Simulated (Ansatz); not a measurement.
# Be (Im-3m, 1 atom in the cell): a soft mode frozen in

Aim: this structure of Be (Im-3m, 1 atom in the cell) is to be tested for unstable modes, and one is followed downhill.

Program: Ansatz 0.2.0. Level of theory: DFT PBEsol, scalar-relativistic, plane waves, PAW; PAW set soft_1. Results are calculated unless marked as measured.

This is not the structure that Be takes at ambient pressure and room temperature (hexagonal, No. 194); it is a model or a phase of other conditions.

## (1) Set-up

The structure is cubic, space group Im-3m (No. 229). The conventional cell has a = 2.492 Å, b = 2.492 Å, c = 2.492 Å, α = 90.00°, β = 90.00°, γ = 90.00°. Nearest to Be lie 8 Be at 2.16 Å.

## (2) Response at finite wavevector

The cell comes from relaxations at this level that are not shown. Stability and thermal properties need the whole zone. Linear response on a 6×6×6 q mesh gives force constants as far as a supercell of that size would.

The input, input.yaml:

```yaml
crystal:
  lattice:
    - [-1.2461673065, 1.2461673065, 1.2461673065]
    - [1.2461673065, -1.2461673065, 1.2461673065]
    - [1.2461673065, 1.2461673065, -1.2461673065]
  atoms:
    - { symbol: Be, position: [0.0, 0.0, 0.0] }
kpoints:
  mp_grid: { grid: [24, 24, 24] }
hamiltonian:
  xc: pbesol
  pseudopotentials: { kind: paw, azcp: { folder: soft_1 }, xc_functional: pbe }
scf:
  occupations: { method: methfessel_paxton, width: 0.2 }
output:
  eigenvalues: true
phonons:
  method: dfpt
  qmesh: [6, 6, 6]
  temperatures: { t_max: 1000, t_step: 50 }
  qpath:
    path:
      - [[0.0, 0.0, 0.0], [0.5, -0.5, 0.5], [0.0, 0.0, 0.5], [0.0, 0.0, 0.0], [0.25, 0.25, 0.25], [0.5, -0.5, 0.5]]
      - [[0.25, 0.25, 0.25], [0.0, 0.0, 0.5]]
    npoints: 10
```

Run with:

```
$ ansatz run input.yaml --threads 4 --pin off --max-ram 10240MiB --backend cpu --events-out ev --progress --plain --runs-dir out
```

Numbers of over 12 decimals in the logs are rounded to 6 here.

Output:

```text
Engine: ansatz 0.2.0, aarch64-unknown-linux-gnu
Pseudopotentials: kind: paw
Pseudopotential: Be, paw, valence charge 2, recommended cutoff 420 eV (normal), soft_1/Be.paw.azcp
Functional definition: PBEsol
  exchange = pbesol_x
  correlation = pbesol_c
Crystal: 1 atoms, lattice volume = 7.741 Å³
Basis set: ecut = 420 eV, 141 PW (Γ), exchange–correlation on 30×30×30 points (8 copies of the dense FFT grid, shifted against one another)
Bands: 5, of which v1, the nominal top of the filled ones, is band 1 counted from 1 (0 counted from 0)
Symmetry: 48 space group operations
k-points: 413 of 13824
Non-local potential: Be, projectors of the file, l = 0: 2, l = 1: 2, l = 2: 1
PAW form: soft (Blöchl's): semilocal exchange-correlation on the pseudo side does not see the compensation charge
PAW frozen core: Be, regenerated for the run's functional, and the local potential with it (the file was generated under x = pbe(κ = 0.804, μ = 0.219515), c = pbe(β = 0.066725))
PAW one-centre angular grid: Be, 110 points (default); XC on 64 Gauss nodes
Initial density: superposition of atomic densities (chi_scale 0.1, normalization cell)
Initial wavefunctions: pseudopotential atomic-orbital guess
Functional: x = pbesol(κ = 0.804, μ = 0.123457), c = pbesol(β = 0.046)
iter 1 solved again at ethr=2.86e-5 eV; its pass at ethr=3.10e-3 eV (dr2=5.72e-4 eV) is discarded
SCF iter   1: F=—  HF=-90.257817 eV  |F-HF|=—  |Δ(HF+E_count)|=         —  Δρ=5.68e-3  dr2=5.73e-4  ethr=2.86e-5  ⟨swp⟩=1.0  Hψ=23808  notcnv=0
preconditioner: auto → none  [metal: Δε(μ)=0.047 eV  Ē_g=19.160 eV  σ=0.200 eV  W_gap=0.20  n_scr=0 (ndim 8)  ℏωp=18.9 eV  f_vac=0.000  D(μ)=0.17/eV (n_scr^D=0)]
SCF iter   2: F=—  HF=-90.252475 eV  |F-HF|=—  |Δ(HF+E_count)|=   5.34e-3  S|Δr|=    0.00e0  Δρ=2.88e-3  dr2=1.60e-4  ethr=2.86e-5  ⟨swp⟩=1.0  Hψ=2065  notcnv=0
SCF iter   3: F=—  HF=-90.251653 eV  |F-HF|=—  |Δ(HF+E_count)|=   8.22e-4  S|Δr|=    0.00e0  Δρ=1.26e-4  dr2=8.21e-7  ethr=7.98e-6  ⟨swp⟩=1.2  Hψ=2146  notcnv=0
SCF iter   4: F=—  HF=-90.251653 eV  |F-HF|=—  |Δ(HF+E_count)|=   4.09e-7  S|Δr|=    0.00e0  Δρ=4.41e-5  dr2=9.49e-8  ethr=4.11e-8  ⟨swp⟩=1.0  Hψ=2082  notcnv=0
SCF iter   5: F=—  HF=-90.251653 eV  |F-HF|=—  |Δ(HF+E_count)|=   4.97e-8  S|Δr|=    0.00e0  Δρ=7.94e-7  dr2=1.50e-11  ethr=4.75e-9  ⟨swp⟩=1.1  Hψ=2095  notcnv=0
SCF iter   6: F=-90.251653 eV  HF=-90.251653 eV  |F-HF|=1.42e-14  |Δ(HF+E_count)|=  9.04e-12  S|Δr|=    0.00e0  Δρ=4.57e-8  dr2=8.56e-14  ethr=1.00e-12  ⟨swp⟩=3.9  Hψ=4265  notcnv=0
SCF 1 converged in 6 iterations: F = -90.251653 eV  dr2 = 8.56e-14
  greatest PAW one-centre occupation: 0.349 electrons in one spin orbital (limit 2), on the Be atom at site 0 (counted from 0), in its partial waves of l = 0
NSCF: frozen V_eff on 413 k-points
NSCF: frozen V_eff on 1063 k-points
DFPT response loops at q = (0, 0, 0) (fractional): preconditioner auto → Kerker (q_TF=auto, 2.177 Å⁻¹) (partly filled bands, converged f_vac=0.000); β = 1.00, the filter's whole step (`scf.mixing.beta` (0.50) is not read by the response loops under this deck's `scf.mixing.preconditioner`; to damp them name `kerker` or `kerker_dos`, under which they read `scf.mixing.beta`, and type it under 1.00, their step now; both keys bind the ground state too); Broyden in place of MSR1
NSCF: frozen V_eff on 14400 k-points
DFPT response loops at q = (0, 0, 0.166667) (fractional): mixed as the last ones told, above
NSCF: frozen V_eff on 14400 k-points
DFPT response loops at q = (0, 0, 0.333333) (fractional): mixed as the last ones told, above
NSCF: frozen V_eff on 7228 k-points
DFPT response loops at q = (0, 0, -0.5) (fractional): mixed as the last ones told, above
NSCF: frozen V_eff on 27648 k-points
DFPT response loops at q = (0, 0.166667, 0.166667) (fractional): mixed as the last ones told, above
NSCF: frozen V_eff on 27648 k-points
DFPT response loops at q = (0, 0.166667, 0.333333) (fractional): mixed as the last ones told, above
NSCF: frozen V_eff on 14400 k-points
DFPT response loops at q = (0, 0.333333, 0.333333) (fractional): mixed as the last ones told, above
NSCF: frozen V_eff on 14400 k-points
DFPT response loops at q = (0.166667, 0.166667, 0.166667) (fractional): mixed as the last ones told, above
NSCF: frozen V_eff on 13872 k-points
DFPT response loops at q = (0.166667, 0.166667, 0.333333) (fractional): mixed as the last ones told, above
NSCF: frozen V_eff on 7512 k-points
DFPT response loops at q = (0.166667, 0.166667, -0.166667) (fractional): mixed as the last ones told, above
NSCF: frozen V_eff on 14400 k-points
DFPT response loops at q = (0.166667, 0.333333, -0.333333) (fractional): mixed as the last ones told, above
NSCF: frozen V_eff on 14400 k-points
DFPT response loops at q = (0.166667, -0.5, -0.5) (fractional): mixed as the last ones told, above
NSCF: frozen V_eff on 27648 k-points
DFPT response loops at q = (0.166667, -0.5, -0.333333) (fractional): mixed as the last ones told, above
NSCF: frozen V_eff on 7512 k-points
DFPT response loops at q = (0.333333, 0.333333, -0.333333) (fractional): mixed as the last ones told, above
NSCF: frozen V_eff on 14400 k-points
DFPT response loops at q = (0.333333, -0.5, -0.5) (fractional): mixed as the last ones told, above
NSCF: frozen V_eff on 2126 k-points
DFPT response loops at q = (-0.5, -0.5, -0.5) (fractional): mixed as the last ones told, above
SCF converged after 6 iterations
Stability not checked: this state was not tested for a lower state beside it, because cold or Methfessel-Paxton smearing, or corrected tetrahedra, fill the levels in a way that the test cannot read (fill_not_monotonic; see scf.lower_state_search)
Free energy (F): -90.251653 eV
Harris-Foulkes:  -90.251653 eV  (|F-HF|=1.42e-14)
Internal energy: -90.251589 eV  (E = F + TS)
E sigma→0 (E₀):  -90.251637 eV
Entropy (-TS):   -0.000064 eV (-0.064 meV/atom)
Fermi energy:    9.268141 eV
--- Per-component energies (eV) ---
  E_band       = 6.443188
  E_kinetic    = 21.747987
  E_local      = 3.408374  (includes V_loc(G=0)·N_el)
  E_nonlocal   = 3.650919
  E_hartree    = 0.018749
  E_xc         = -20.407490
  E_vxc        = -20.928260  (∫ρ·V_xc dr)
  E_paw        = -56.627785  (= ΣΔE_a)
  E_vpaw       = -1.473330  (= ΣTr[D̂ρ^β])
  E_aug_tail   = -0.000001  (compensation charges beyond the density's cutoff)
  E_ewald      = -42.051875
  E_core_change = 0.009531  (= ΣΔE_core)
  E_smearing   = -0.000064  (= −TS)
  E_closure    = -0.000000  (closes the sum)
  Σ components = -90.251653   (vs F -90.251653, Δ=0.00e0)
--- Band table (eV; the first three rows and the last of 413) ---
  k-point 0: bands = ["-3.1536", "28.7764", "28.7764", "28.7764", "40.1352"]
  k-point 1: bands = ["-3.0926", "28.4713", "28.5179", "28.7029", "39.2794"]
  k-point 2: bands = ["-2.9094", "27.5327", "27.8417", "28.4858", "37.4889"]
  k-point 412: bands = ["13.1639", "13.1639", "13.1639", "19.0374", "19.0374"]
--- Phonons (Γ-DFPT): 1 representative perturbation + reference (Σ response iterations 3) ---
  ASR residual: 9.285e-6 → 0.000e0 eV/Å²; symmetrization residual: 9.252e-17 eV/Å²
  ASR residual per site (eV/Å²): 9.28e-6
  Γ frequencies (cm⁻¹): 0.00 0.00 0.00
--- Phonons (arbitrary-q DFPT): 16 irreducible q on the 6×6×6 mesh ---
  q = [0.0000, 0.0000, 0.0000] (star 1, of the zone-centre solve; hermiticity 1.45e-12, symmetrization 9.96e-12): -0.00 -0.00 -0.00
  q = [0.0000, 0.0000, 0.1667] (star 12, 2 solved perturbations in 10956 linear systems a pass and spin channel, the states on 7200 of 13824 k-point pairs; hermiticity 1.19e-15, symmetrization 5.57e-15): 84.80 317.94 362.99
  q = [0.0000, 0.0000, 0.3333] (star 12, 2 solved perturbations in 10956 linear systems a pass and spin channel, the states on 7200 of 13824 k-point pairs; hermiticity 1.98e-16, symmetrization 9.48e-16): 57.19 531.79 583.92
  q = [0.0000, 0.0000, -0.5000] (star 6, 2 solved perturbations in 5577 linear systems a pass and spin channel, the states on 3614 of 13824 k-point pairs; hermiticity 2.39e-12, symmetrization 2.29e-12): -53.81 605.34 669.57
  q = [0.0000, 0.1667, 0.1667] (star 24, 2 solved perturbations in 21024 linear systems a pass and spin channel, the states on 13824 of 13824 k-point pairs; hermiticity 1.66e-9, symmetrization 2.37e-15): 210.47 339.81 592.35
  q = [0.0000, 0.1667, 0.3333] (star 48, 3 solved perturbations on 13824 of 13824 k-point pairs: no pair is spared here; hermiticity 2.83e-9, symmetrization 7.54e-18): 267.20 536.68 658.17
  q = [0.0000, 0.3333, 0.3333] (star 8, 1 solved perturbation on 7200 of 13824 k-point pairs; hermiticity 1.96e-15, symmetrization 1.96e-15): 422.91 566.78 566.78
  q = [0.1667, 0.1667, 0.1667] (star 8, 1 solved perturbation on 7200 of 13824 k-point pairs; hermiticity 1.54e-15, symmetrization 2.57e-15): 276.59 276.59 687.02
  q = [0.1667, 0.1667, 0.3333] (star 12, 2 solved perturbations in 10692 linear systems a pass and spin channel, the states on 6936 of 13824 k-point pairs; hermiticity 8.33e-16, symmetrization 1.23e-15): 271.51 511.11 551.60
  q = [0.1667, 0.1667, -0.1667] (star 6, 2 solved perturbations in 5784 linear systems a pass and spin channel, the states on 3756 of 13824 k-point pairs; hermiticity 1.42e-15, symmetrization 4.09e-15): 352.72 379.88 379.88
  q = [0.1667, 0.3333, -0.3333] (star 24, 3 solved perturbations on 7200 of 13824 k-point pairs; hermiticity 2.62e-9, symmetrization 5.15e-16): 398.68 544.00 588.76
  q = [0.1667, -0.5000, -0.5000] (star 12, 2 solved perturbations in 10956 linear systems a pass and spin channel, the states on 7200 of 13824 k-point pairs; hermiticity 2.93e-11, symmetrization 1.67e-11): 398.08 620.23 680.39
  q = [0.1667, -0.5000, -0.3333] (star 24, 2 solved perturbations in 21024 linear systems a pass and spin channel, the states on 13824 of 13824 k-point pairs; hermiticity 8.89e-10, symmetrization 3.89e-16): 495.62 584.88 654.45
  q = [0.3333, 0.3333, -0.3333] (star 6, 2 solved perturbations in 5784 linear systems a pass and spin channel, the states on 3756 of 13824 k-point pairs; hermiticity 3.60e-16, symmetrization 2.22e-15): 593.83 593.83 601.60
  q = [0.3333, -0.5000, -0.5000] (star 12, 2 solved perturbations in 10956 linear systems a pass and spin channel, the states on 7200 of 13824 k-point pairs; hermiticity 9.98e-11, symmetrization 5.26e-11): 596.96 642.65 644.28
  q = [-0.5000, -0.5000, -0.5000] (star 1, 1 solved perturbation on 1063 of 13824 k-point pairs; hermiticity 5.69e-12, symmetrization 2.85e-12): 665.29 665.29 665.29
  sum rule: each row above includes the acoustic sum rule's correction from the zone centre's row sums; it moved no ω² by more than (0.53 cm⁻¹)²
  mesh force constants: q→R imaginary residual 0.00e0; ASR residual 9.285e-6 → 0.000e0 eV/Å²; symmetrization residual 5.329e-15 eV/Å²
  interpolated dispersion: 62 rows × 3 modes
  density of states and harmonic sums: on the 36×36×36 q-mesh, interpolated from the force constants of a 6×6×6 supercell (no non-analytic term)
  largest difference from the sums on the solved wave vectors: F 5.17e-3 eV, S 8.58e-6 and C_V 3.46e-6 eV/K
  zero-point energy: 0.088536 eV/cell   skipped modes (ω ≤ 0): 8, of them read as no rigid motion or as one in doubt: 5 (1.929e-3 modes/cell left out, lowest -53.81 cm⁻¹)   left out of the sums: 6.64e-4 of the cell's modes: C_V's classical limit lies that fraction below 3 k_B per atom; for a crystal, a wire or a layer, F and S can be off by more, and a phonons.interpolated_qmesh denser along its periods is the remedy for the sampling
```

Elapsed: 2.5 min, on 4 threads of Arm Neoverse V1, shared host; peak memory 1.6 GiB.

The column dr2 measures how far the density is from self-consistency, as an energy; F and HF (Harris–Foulkes) agree once it is small.

Numbers from this step:

```yaml
volume_per_atom: 7.741 Å³
gap_on_the_k_mesh: 0 eV
sum_rule_residual_before_enforcement: 9.28e-6 eV/Å²
lowest_frequency_on_the_path: -53.81 cm⁻¹
highest_frequency_on_the_path_or_at_a_solved_wavevector: 687.0 cm⁻¹
lowest_mode_on_the_q_mesh_acoustic_modes_at_gamma_apart: -53.81 cm⁻¹
```

Frequencies (cm⁻¹) solved at each irreducible wavevector; negative means imaginary. Frequencies by wavevector, by row:

```csv
q in reciprocal lattice units,star,mode 1,mode 2,mode 3
0 0 0,1,0,0,0
0 0 0.1667,12,84.8,317.9,363
0 0 0.3333,12,57.2,531.8,583.9
0 0 -0.5,6,-53.8,605.3,669.6
0 0.1667 0.1667,24,210.5,339.8,592.4
0 0.1667 0.3333,48,267.2,536.7,658.2
0 0.3333 0.3333,8,422.9,566.8,566.8
0.1667 0.1667 0.1667,8,276.6,276.6,687
0.1667 0.1667 0.3333,12,271.5,511.1,551.6
0.1667 0.1667 -0.1667,6,352.7,379.9,379.9
0.1667 0.3333 -0.3333,24,398.7,544,588.8
0.1667 -0.5 -0.5,12,398.1,620.2,680.4
0.1667 -0.5 -0.3333,24,495.6,584.9,654.5
0.3333 0.3333 -0.3333,6,593.8,593.8,601.6
0.3333 -0.5 -0.5,12,597,642.6,644.3
-0.5 -0.5 -0.5,1,665.3,665.3,665.3
```

Interpolated from a 6×6×6 q mesh. The phonon branches at the labelled points (cm⁻¹):

```csv
point,branch 1,branch 2,branch 3
Γ,0,0,0
halfway,500,500,508
H,665,665,665
halfway,508,630,664
N,-54,605,670
halfway,74,444,482
Γ,0,0,0
halfway,203,203,646
P,425,425,425
halfway,482,611,611
H,665,665,665
jump to P,425,425,425
halfway,211,561,596
N,-54,605,670
```

The phonon branches as a text plot (rows in cm⁻¹):

```
    670 |          ****  ******             **           **    **
    639 |         **  *****    *           *  *       ***
    608 |        *     *   **** *                    *        ***
    577 |       *       *      *          *         *  *     **
    547 |       *               *                  *  *     **
    516 |     **         *                     *  *
    485 |     **                 *               *   *      *
    454 |                 *      *       *          *      *
    423 |    *                    *             *  *       *
    393 |                                      *
    362 |   *                     *              **        *
    331 |   *                      *    *     *
    300 |                          *         *              *
    270 |  *               *
    239 |  *                        *       *                *
    208 |                           *      *
    177 |                              * **                   *
    146 | *                 *           *
    116 | *                          *
     85 |                        ***** *                       *
     54 |                       *    *
     23 |                      *
     -8 |*                            *                         *
    -38 |                    **
         Γ           H       N        Γ         P        H|P    N
```

Symmetry leaves 16 wavevectors to solve. The lowest mode among them, the acoustic zeros apart, lies at q = (0, 0, -0.5) and is imaginary, 53.8i cm⁻¹, so the energy falls along it.

## (3) The mode frozen in, largest atomic shift 0 Å

The mode followed lies at q = (0, 0, -0.5) with frequency 53.8i cm⁻¹, the softest among the wavevectors solved. At small amplitude the distorted cell has space group no. 63 by a symmetry search on the positions. The undistorted cell that holds it gives the zero of energy on the same k mesh.

System of this step: Be. Symmetry: Im-3m, No. 229, cubic system. The conventional cell has a = 2.492 Å, b = 2.492 Å, c = 2.492 Å, α = 90.00°, β = 90.00°, γ = 90.00°. Be has 8 Be at 2.16 Å nearest.

input.yaml, the sections that differ from step 2:

```yaml
crystal:
  lattice:
    - [-1.2461673065, 1.2461673065, 1.2461673065]
    - [1.2461673065, -1.2461673065, 1.2461673065]
    - [2.4923346131, 2.4923346131, 0.0]
  atoms:
    - { symbol: Be, position: [0.0, 0.0, 0.0] }
    - { symbol: Be, position: [0.5, 0.5, 0.5] }
kpoints:
  mp_grid: { grid: [20, 20, 12] }
output:
  forces: true
  stress: true
  eigenvalues: true
# hamiltonian, scf: as in step 2
# phonons: removed
```

Output:

```text
[...]
Crystal: 2 atoms, lattice volume = 15.482 Å³
Basis set: ecut = 420 eV, 291 PW (Γ), exchange–correlation on 30×30×48 points (8 copies of the dense FFT grid, shifted against one another)
Bands: 6, of which v1, the nominal top of the filled ones, is band 2 counted from 1 (1 counted from 0)
Symmetry: 16 space group operations
[...]
k-points: 777 of 4800
[...]
Internal energy: -180.504859 eV  (E = F + TS)
E sigma→0 (E₀):  -180.504914 eV
Entropy (-TS):   -0.000074 eV (-0.037 meV/atom)
Fermi energy:    9.170897 eV
[...]
--- Stress (GPa, compression-positive) ---
       -0.018185       0.053692       0.000000
        0.053692      -0.018185       0.000000
        0.000000      -0.000000       0.080273
  P = ⅓ Tr σ = 0.0146 GPa (0.146 kbar)
--- Band table (eV; the first three rows and the last of 777) ---
[...]
[key lines of the parts left out:]
SCF converged after 5 iterations
Free energy (F): -180.504933 eV
```

Wall time 1.6 s (4 threads); peak memory 0.36 GiB; 5.6 s of CPU time.

Numbers from this step:

```
pressure                         : 0.01463 GPa
energy from the undistorted cell : 0 meV/atom
```

The run ends at a pressure of 0.01 GPa.

## (4) The mode frozen in, largest atomic shift 0.14 Å

The atoms are moved along the unstable eigenvector, the largest shift by 0.14 Å, with the cell fixed.

input.yaml, the sections that differ from step 3:

```yaml
crystal:
  lattice:
    - [-1.2461673065, 1.2461673065, 1.2461673065]
    - [1.2461673065, -1.2461673065, 1.2461673065]
    - [2.4923346131, 2.4923346131, 0.0]
  atoms:
    - { symbol: Be, position: [-0.0397197667, 0.0397197667, 0.0] }
    - { symbol: Be, position: [0.5397197667, 0.4602802333, 0.5] }
output:
  forces: true
  stress: true
  eigenvalues: true
  write_density: true
  write_potential: true
  elf: true
  volumetric_format: npy
# kpoints, hamiltonian, scf: as in step 3
```

Output:

```text
[...]
Crystal: 2 atoms, lattice volume = 15.482 Å³
Basis set: ecut = 420 eV, 291 PW (Γ), exchange–correlation on 30×30×48 points (8 copies of the dense FFT grid, shifted against one another)
Bands: 6, of which v1, the nominal top of the filled ones, is band 2 counted from 1 (1 counted from 0)
Symmetry: 8 space group operations
[...]
k-points: 777 of 4800
[...]
atom   1  Be     0.02333143    -0.02333143     0.00000000
  atom   2  Be    -0.02333143     0.02333143     0.00000000
  max |Σ_I F_I| component: 3.47e-18 eV/Å
--- Stress (GPa, compression-positive) ---
        4.718308      -6.639509      -0.000000
       -6.639509       4.718308       0.000000
        0.000000       0.000000      -5.721135
  P = ⅓ Tr σ = 1.2385 GPa (12.385 kbar)
--- Band table (eV; the first three rows and the last of 777) ---
[...]
[key lines of the parts left out:]
SCF converged after 5 iterations
Free energy (F): -180.511704 eV
Fermi energy:    8.900579 eV
```

It took 2.1 s on 4 threads; peak memory 0.37 GiB.

This step gave:

- pressure: 1.238 GPa
- energy from the undistorted cell: -3.393 meV/atom

The energy, extrapolated to zero smearing, is -3.39 meV/atom against the undistorted cell.

The run ends at a pressure of 1.24 GPa, with forces up to 0.033 eV/Å.

## (5) Energy along the mode, all amplitudes (two of the runs are shown above)

An imaginary frequency means negative curvature, so the energy should fall and then rise again as anharmonic terms take over.

Numbers from this step:

```yaml
depth_at_the_lowest_point_sampled: 3.393 meV/atom
largest_atomic_shift_at_that_point: 0.14 Å
```

Table of energy from the parent by largest atomic shift:

```csv
largest atomic shift (Å),energy from the parent (meV/atom)
0.000,0
0.040,-0.357
0.080,-1.14
0.140,-3.39
0.220,1.72
0.320,53.7
```

Displacement at unit largest shift by atom:

```csv
atom,x (Å),y (Å),z (Å),size
Be1,0.707,-0.707,0.000,1.000
Be2,-0.707,0.707,0.000,1.000
```

The lowest of the steps tried is at 0.14 Å, 3.39 meV/atom below the parent; the bottom of the well need not coincide with a step.

(Part 1 of 2 ends here.)

[Logs are printed without paths, hosts, clocks, repeated set-up lines and the standing remarks that a program may print on its own settings, such as how far it seeks lower states.]

[Hosts, paths, dates, database ids (printed as entryN), source tags and the programs' standing remarks are cut or masked in the printed files.]
